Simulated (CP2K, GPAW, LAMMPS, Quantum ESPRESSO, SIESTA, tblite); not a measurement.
**Amorphous Si0.7Ge0.3 (120 atoms) in CP2K**

Wanted: CP2K inputs and outputs for amorphous Si0.7Ge0.3 (120 atoms), checked against a plane-wave reference.

Calculated with CP2K 2026.2; the method is named at each step.

## 1. The structure

The cell holds 120 atoms: 84 Si and 36 Ge. Cell: a = 13.770 Å, b = 13.770 Å, c = 13.770 Å, α = 90.0°, β = 90.0°, γ = 90.0°. 120 atoms (84 Si, 36 Ge) placed at random at 3.16 g/cm³, melted at 3500 K for 10 ps at fixed volume with the Tersoff potential (Tersoff, Phys. Rev. B 39, 5566 (1989)). Quenched from 3500 K to 700 K at 1000 K/ps and fixed volume, held 5 ps, then minimised at fixed cell.

The yardstick, on the same geometry:

* method: Kohn-Sham DFT, PBE, SSSP efficiency 1.3.0 pseudopotentials, plane waves (Quantum ESPRESSO 7.5); sssp-pbe-1.3.0-efficiency, cutoffs 45/360 Ry, Γ point
* r.m.s. force component: 0.2578 eV/Å
* longest force: 1.274 eV/Å
* pressure: -0.913 GPa
* time: 9.7 min on 8 MPI ranks of Arm Neoverse N1, shared host
* CPU time: 77 min

## 2. PBE, DZVP-MOLOPT-SR, 350/50 Ry, diagonalisation

Method: Kohn-Sham DFT, PBE, GTH-PBE pseudopotentials, Gaussian and plane waves, DZVP-MOLOPT-SR-GTH, diagonalisation.

The input, input.inp:

```
&GLOBAL
  PROJECT cell
  RUN_TYPE ENERGY_FORCE
  PRINT_LEVEL LOW
&END GLOBAL
&FORCE_EVAL
  METHOD QS
  STRESS_TENSOR ANALYTICAL
  &DFT
    BASIS_SET_FILE_NAME BASIS_MOLOPT
    POTENTIAL_FILE_NAME GTH_POTENTIALS
    &MGRID
      CUTOFF 350
      REL_CUTOFF 50
    &END MGRID
    &QS
      EPS_DEFAULT 1.0E-12
    &END QS
    &SCF
      SCF_GUESS ATOMIC
      EPS_SCF 5.0E-06
      MAX_SCF 200
      ADDED_MOS 54
      &DIAGONALIZATION
        ALGORITHM STANDARD
      &END DIAGONALIZATION
      &SMEAR ON
        METHOD FERMI_DIRAC
        ELECTRONIC_TEMPERATURE [K] 580
      &END SMEAR
      &MIXING
        METHOD BROYDEN_MIXING
        ALPHA 0.15
        NBROYDEN 12
      &END MIXING
      &PRINT
        &RESTART OFF
        &END RESTART
      &END PRINT
    &END SCF
    &XC
      &XC_FUNCTIONAL PBE
      &END XC_FUNCTIONAL
    &END XC
    &PRINT
      &MULLIKEN ON
      &END MULLIKEN
      &HIRSHFELD ON
        SHAPE_FUNCTION DENSITY
      &END HIRSHFELD
      &MO ON
        EIGENVALUES T
        OCCUPATION_NUMBERS T
        MO_INDEX_RANGE 229 252
        &EACH
          QS_SCF 0
        &END EACH
        ADD_LAST NUMERIC
      &END MO
    &END PRINT
  &END DFT
  &SUBSYS
    &CELL
      A 13.77040 0.00000 0.00000
      B 0.00000 13.77040 0.00000
      C 0.00000 0.00000 13.77040
    &END CELL
    &COORD
      Si 9.66393 2.05592 1.93818
      Si 10.43259 1.71139 5.64490
      Si 7.35794 7.11751 2.36080
      Si 4.58775 4.16169 8.48353
      Si 6.48889 13.72000 11.41305
      Si 7.53379 10.94526 6.28922
      Si 0.50868 2.28327 3.43916
      Si 11.27754 11.45023 2.31205
      Si 13.21931 11.31335 8.45709
      Si 10.05212 4.19501 3.00938
      Si 0.41779 4.80022 12.44899
      Si 3.82487 7.24585 2.94893
      Si 13.15459 4.15728 0.66098
      Si 3.95279 2.31164 9.89004
      Si 12.61768 2.39991 5.11791
      Si 13.71256 12.03519 1.82692
      Si 13.17910 4.98626 9.10664
      Si 3.94577 10.96799 5.75355
      Si 2.74513 5.00003 5.11928
      Si 11.33538 7.29432 2.17022
      Si 12.66450 6.06738 11.19864
      Si 0.64845 0.58442 1.75366
      Si 5.80491 9.45531 5.49962
      Si 1.41766 11.32973 7.29817
      Si 1.05247 4.29540 2.23769
      Si 11.11051 5.21995 1.01212
      Si 3.01971 0.38295 1.83917
      Si 9.44264 13.42284 2.47289
      Si 9.61766 13.53892 4.80270
      Si 0.20835 7.93946 7.40930
      Si 3.87816 9.08337 13.71573
      Si 2.03045 8.85327 10.06878
      Si 1.82692 8.29804 3.68523
      Si 11.75331 11.85494 11.97391
      Si 11.02844 1.33394 0.08827
      Si 3.07424 10.97611 10.45779
      Si 11.51770 4.45114 4.95032
      Si 5.03515 10.70401 1.65589
      Si 7.48724 13.27825 5.84884
      Si 5.40819 9.16709 9.35864
      Si 7.88879 12.65169 9.70097
      Si 6.15427 1.90169 3.04959
      Si 3.53059 0.06940 13.31804
      Si 3.78314 6.61365 0.58028
      Si 0.69582 2.40376 11.71599
      Si 9.20276 8.13720 1.35033
      Si 10.58365 5.70645 12.41994
      Si 12.19121 9.34032 1.32485
      Si 3.89331 2.52411 2.61693
      Si 1.36947 9.03889 13.20664
      Si 13.29036 1.85308 0.05205
      Si 7.76348 5.26580 7.94662
      Si 9.17673 10.13997 2.63400
      Si 10.10320 13.48232 10.60527
      Si 6.87074 3.98460 11.34722
      Si 3.51379 5.85655 7.17755
[... 60 atom lines left out ...]
      Ge 9.24338 11.25854 8.10071
      Ge 13.57045 1.65341 7.19848
      Ge 3.10344 2.36025 12.32809
      Ge 10.13970 9.05831 8.75963
    &END COORD
    &KIND Si
      BASIS_SET DZVP-MOLOPT-SR-GTH-q4
      POTENTIAL GTH-PBE-q4
    &END KIND
    &KIND Ge
      BASIS_SET DZVP-MOLOPT-SR-GTH-q4
      POTENTIAL GTH-PBE-q4
    &END KIND
  &END SUBSYS
  &PRINT
    &FORCES ON
    &END FORCES
    &STRESS_TENSOR ON
    &END STRESS_TENSOR
  &END PRINT
&END FORCE_EVAL
```

Launch:

```console
$ OMP_NUM_THREADS=1 mpirun -np 4 cp2k.psmp -i input.inp > output.txt
```

Numbers of over 12 decimals in the logs are rounded to 6 here.

The program printed:

```text
CP2K| version string:                                       CP2K version 2026.2
 CP2K| Input file name                                                 input.inp
 GLOBAL| Basis set file name                                        BASIS_MOLOPT
 GLOBAL| Potential file name                                      GTH_POTENTIALS
 GLOBAL| Run type                                                   ENERGY_FORCE
 GLOBAL| Total number of message passing processes                             4
 GLOBAL| Number of threads for this process                                    1
 TOTAL NUMBERS AND MAXIMUM NUMBERS
  Total number of            - Atomic kinds:                                   2
                             - Atoms:                                        120
                             - Shell sets:                                   120
                             - Shells:                                       600
                             - Primitive Cartesian functions:                480
                             - Cartesian basis functions:                   1680
                             - Spherical basis functions:                   1560
  Maximum angular momentum of- Orbital basis functions:                        2
                             - Local part of the GTH pseudopotential:          0
                             - Non-local part of the GTH pseudopotential:      4
 SCF PARAMETERS         Density guess:                                    ATOMIC
                        max_scf:                                             200
                        eps_scf:                                        5.00E-06
                        added MOs                                        54    0
                        Mixing method:                            BROYDEN_MIXING
                                                charge density mixing in g-space
                        Smear method:                                FERMI_DIRAC
                        Electronic temperature [K]:                        580.0
                        Electronic temperature [a.u.]:                  1.84E-03
                        Accuracy threshold:                             1.00E-10
 Extrapolation method: initial_guess
 Number of electrons:                                                        480
 Number of occupied orbitals:                                                240
 Number of molecular orbitals:                                               294
 Number of orbital functions:                                               1560
 Number of independent orbital functions:                                   1560
 SCF WAVEFUNCTION OPTIMIZATION
  Step     Update method      Time    Convergence         Total energy    Change
     1 NoMix/Diag. 0.15E+00    5.7     1.01811988      -475.9534396116 -4.76E+02
     2 Broy./Diag. 0.15E+00    7.4     0.04838761      -476.0426894618 -8.92E-02
     3 Broy./Diag. 0.15E+00    7.8     0.08856262      -472.2957357054  3.75E+00
     4 Broy./Diag. 0.15E+00    7.4     0.06283847      -471.5822327630  7.14E-01
[...]
18 Broy./Diag. 0.15E+00    7.8     0.00000556      -470.4731988254 -4.91E-05
    19 Broy./Diag. 0.15E+00    8.1     0.00000065      -470.4731945916  4.23E-06
  *** SCF run converged in    19 steps ***
  Electronic density on regular grids:       -479.9999999999        0.0000000001
  Core density on regular grids:              479.9999999988       -0.0000000012
  Total charge density on r-space grids:       -0.0000000011
  Total charge density g-space grids:          -0.0000000011
  Overlap energy of the core charge distribution:               4.015e-08
  Self energy of the core charge distribution:              -1162.572475
  Core Hamiltonian energy:                                    249.327213
  Hartree energy:                                             584.134948
  Exchange-correlation energy:                               -141.350548
  Electronic entropic energy:                                  -0.012334
  Fermi energy:                                                 0.173341
  Total energy:                                              -470.473195
  Total energy (extrapolated to T->0):                       -470.467028
 MO| EIGENVALUES AND OCCUPATION NUMBERS
 MO|
 MO|  Index      Eigenvalue [a.u.]        Eigenvalue [eV]             Occupation
 MO|    229               0.151753               4.129407               1.999984
 MO|    230               0.153584               4.179235               1.999957
 MO|    231               0.155533               4.232259               1.999877
[...]
MO|    251               0.193441               5.263785               0.000035
 MO|    252               0.195514               5.320215               0.000011
 MO| Sum:                                                             480.000000
 MO| E(Fermi):            0.173341 a.u.          4.716861 eV
 !-----------------------------------------------------------------------------!
                     Mulliken Population Analysis
 #  Atom  Element  Kind  Atomic population                           Net charge
       1     Si       1          3.986382                              0.013618
       2     Si       1          3.936426                              0.063574
       3     Si       1          4.203251                             -0.203251
[...]
119     Ge       2          3.701418                              0.298582
     120     Ge       2          3.887370                              0.112630
 # Total charge                            480.000000                  0.000000
 !-----------------------------------------------------------------------------!
 !-----------------------------------------------------------------------------!
                           Hirshfeld Charges
  #Atom  Element  Kind  Ref Charge     Population                    Net charge
      1       Si     1       4.000          4.008                        -0.008
      2       Si     1       4.000          3.987                         0.013
      3       Si     1       4.000          4.010                        -0.010
[...]
119       Ge     2       4.000          3.958                         0.042
    120       Ge     2       4.000          3.993                         0.007
  Total Charge                                                           -0.000
 !-----------------------------------------------------------------------------!
 ENERGY| Total FORCE_EVAL ( QS ) energy [hartree]           -470.473147
 FORCES| Atomic forces [hartree/bohr]
 FORCES|   Atom     x               y               z               |f|
 FORCES|      1  4.00338107E-03 -5.14626728E-03  2.95854485E-03   7.15989626E-03
 FORCES|      2  7.07960236E-04  9.51104246E-03 -5.68971137E-03   1.11055820E-02
 FORCES|      3  1.57510452E-04  3.31586305E-03  1.55580323E-03   3.66609888E-03
[...]
FORCES|    119  9.42935998E-03 -6.86468175E-04 -1.16456347E-03   9.52576906E-03
 FORCES|    120 -7.04796594E-04 -4.89609863E-03 -1.22573308E-03   5.09616931E-03
 FORCES| Sum    -1.65479533E-07  2.64104845E-07  3.70768786E-07
 FORCES| Total atomic force                                       4.84359720E-07
 STRESS| Analytical stress tensor [bar]
 STRESS|                        x                   y                   z
 STRESS|      x        4.40582623704E+03   7.58154225973E+02   5.81048623681E+03
 STRESS|      y        7.58154225973E+02  -5.42934238650E+03  -9.88006829234E+03
 STRESS|      z        5.81048623681E+03  -9.88006829234E+03  -1.43557158404E+04
 STRESS| 1/3 Trace                                            -5.12641066328E+03
```

Wall time 2.8 min (4 MPI ranks of Arm Neoverse N1, shared host); peak memory 5 GiB.

Banners, paths, timers and routine set-up lines are dropped from the logs unmarked, and long logs keep their key lines alone; longer cuts are marked.

Against the reference:

| Item | Value |
| --- | --- |
| r.m.s. force component | 0.2748 eV/Å |
| r.m.s. difference of force components | 40.55 meV/Å |
| longest difference of force vectors | 139.1 meV/Å |
| force difference over r.m.s. force | 15.73 % |
| slope of forces against the reference's | 1.056 |
| correlation of force components | 0.9904 |
| pressure | -0.5126 GPa |
| pressure difference | 0.4004 GPa |

Length of the force difference by element (eV/Å):

```tsv
element	atoms	mean	most
Ge	36	0.061	0.12
Si	84	0.066	0.14
```

A closer look about Si18, whose charge lies farthest from its element's mean: 9 atoms, nearest first, numbered in the order of the input, with positions taken from that point.

```tsv
atom	x	y	z	distance (Å)	bonds	Hirshfeld charge (e)	Fx	Fy	Fz (eV/Å)
Si18	0.00	0.00	0.00	0.00	5	0.04	-0.65	0.11	0.27
Si23	1.86	-1.51	-0.25	2.41	4	-0.01	-0.05	-0.14	0.23
Si78	-2.02	1.67	-0.46	2.65	5	-0.02	0.09	0.02	0.42
Ge88	-1.99	-1.74	0.30	2.66	5	0.00	-0.22	0.00	-0.03
Si62	-0.27	0.97	2.51	2.70	5	-0.01	-0.57	-0.12	0.37
Ge114	-0.03	1.39	-2.34	2.72	5	0.01	-0.16	-0.28	-0.53
Si24	-2.53	0.36	1.54	2.98	4	0.01	1.02	0.14	-0.68
Ge103	2.21	0.31	2.62	3.44	4	0.04	-0.41	0.07	0.02
Ge91	-0.51	-2.61	2.20	3.45	5	0.02	-0.16	0.20	0.25
```

Forces lie 16 % from the reference's, at 0.14 times its CPU time (on 4 against 8 cores).

## 3. PBE, SZV-MOLOPT-SR, 350/50 Ry, diagonalisation

Method: Kohn-Sham DFT, PBE, GTH-PBE pseudopotentials, Gaussian and plane waves, SZV-MOLOPT-SR-GTH, diagonalisation.

input.inp, as its differences from that of step 2:

```diff
@@ -68,6 +68,31 @@
     &COORD
-[... 120 atom lines left out: the same atoms as in the first run ...]
+      SCALED
+      Si 0.70179 0.14930 0.14075
+      Si 0.75761 0.12428 0.40993
+      Si 0.53433 0.51687 0.17144
+      Si 0.33316 0.30222 0.61607
+      Si 0.47122 0.99634 0.82881
+      Si 0.54710 0.79484 0.45672
+      Si 0.03694 0.16581 0.24975
+      Si 0.81897 0.83151 0.16790
+      Si 0.95998 0.82157 0.61415
+      Si 0.72998 0.30464 0.21854
+      Si 0.03034 0.34859 0.90404
+      Si 0.27776 0.52619 0.21415
+      Si 0.95528 0.30190 0.04800
+      Si 0.28705 0.16787 0.71821
+      Si 0.91629 0.17428 0.37166
+      Si 0.99580 0.87399 0.13267
+      Si 0.95706 0.36210 0.66132
+      Si 0.28654 0.79649 0.41782
+      Si 0.19935 0.36310 0.37176
+      Si 0.82317 0.52971 0.15760
+[... 96 atom lines left out ...]
+      Ge 0.67125 0.81759 0.58827
+      Ge 0.98548 0.12007 0.52275
+      Ge 0.22537 0.17140 0.89526
+      Ge 0.73634 0.65781 0.63612
     &END COORD
     &KIND Si
-      BASIS_SET DZVP-MOLOPT-SR-GTH-q4
+      BASIS_SET SZV-MOLOPT-SR-GTH-q4
       POTENTIAL GTH-PBE-q4
@@ -75,3 +100,3 @@
     &KIND Ge
-      BASIS_SET DZVP-MOLOPT-SR-GTH-q4
+      BASIS_SET SZV-MOLOPT-SR-GTH-q4
       POTENTIAL GTH-PBE-q4
```

Launch:

```console
$ OMP_NUM_THREADS=1 cp2k.psmp -i input.inp > output.txt
```

The program printed:

```text
CP2K| version string:                                       CP2K version 2026.2
 CP2K| Input file name                                                 input.inp
 GLOBAL| Basis set file name                                        BASIS_MOLOPT
 GLOBAL| Potential file name                                      GTH_POTENTIALS
 GLOBAL| Run type                                                   ENERGY_FORCE
 GLOBAL| Total number of message passing processes                             1
 GLOBAL| Number of threads for this process                                    1
[... lines left out ...]
                        Smear method:                                FERMI_DIRAC
[... lines left out ...]
 Number of electrons:                                                        480
[... lines left out ...]
  Step     Update method      Time    Convergence         Total energy    Change
[... lines left out ...]
  *** SCF run converged in    22 steps ***
[... lines left out ...]
  Fermi energy:                                                 0.217211
  Total energy:                                              -466.123125
  Total energy (extrapolated to T->0):                       -466.117884
[... lines left out ...]
 MO| E(Fermi):            0.217211 a.u.          5.910614 eV
[... lines left out ...]
    120       Ge     2       4.000          4.001                        -0.001
  Total Charge                                                           -0.000
 !-----------------------------------------------------------------------------!
 ENERGY| Total FORCE_EVAL ( QS ) energy [hartree]           -466.123127
 FORCES| Atomic forces [hartree/bohr]
 FORCES|   Atom     x               y               z               |f|
 FORCES|      1  9.53293415E-03 -5.99763629E-03  7.75700214E-03   1.36755094E-02
 FORCES|      2 -1.33893132E-02  6.31332295E-03 -1.30706259E-02   1.97477344E-02
 FORCES|      3 -1.24796749E-02 -5.35453605E-03  2.52467432E-03   1.38125785E-02
[...]
FORCES|    119  1.16325336E-02  3.49953472E-03  7.54010450E-03   1.42974039E-02
 FORCES|    120 -2.09081770E-03  8.84093148E-03  7.26622579E-03   1.16332122E-02
 FORCES| Sum    -7.49014835E-06  4.93506767E-06 -2.70915064E-06
 FORCES| Total atomic force                                       9.36998999E-06
 STRESS| Analytical stress tensor [bar]
 STRESS|                        x                   y                   z
 STRESS|      x        6.05534404425E+04  -7.04822007162E+02   1.39388414142E+04
 STRESS|      y       -7.04822007162E+02   4.17177100917E+04  -1.78980172952E+04
 STRESS|      z        1.39388414142E+04  -1.78980172952E+04   2.19651865490E+04
 STRESS| 1/3 Trace                                             4.14121123611E+04
```

The job ended after 5.1 min (1 thread; peak memory 3.2 GiB).

Numbers from this run, and their distance from the reference:

- r.m.s. force component: 0.5092 eV/Å
- r.m.s. difference of force components: 434.7 meV/Å
- longest difference of force vectors: 1859 meV/Å
- force difference over r.m.s. force: 168.6 %
- slope of forces against the reference's: 1.029
- correlation of force components: 0.5209
- pressure: 4.141 GPa
- pressure difference: 5.054 GPa

This is a coarse setting, run to see what it loses.

Against the first run (16 %), the force difference from the reference is 169 %, at 0.46 times the CPU time (on 1 against 4 cores), with 480 basis functions against 1560: the smaller basis costs accuracy.

(Continued in part 2 of 3.)

[Also dropped from logs without a mark: logging warnings of Python, and SIESTA's first energy breakdown and zero terms.]

[Logs are printed without paths, hosts, clocks, repeated set-up lines and the standing remarks that a program may print on its own settings, such as how far it seeks lower states.]

[Hosts, paths, dates, database ids (printed as entryN), source tags and the programs' standing remarks are cut or masked in the printed files.]
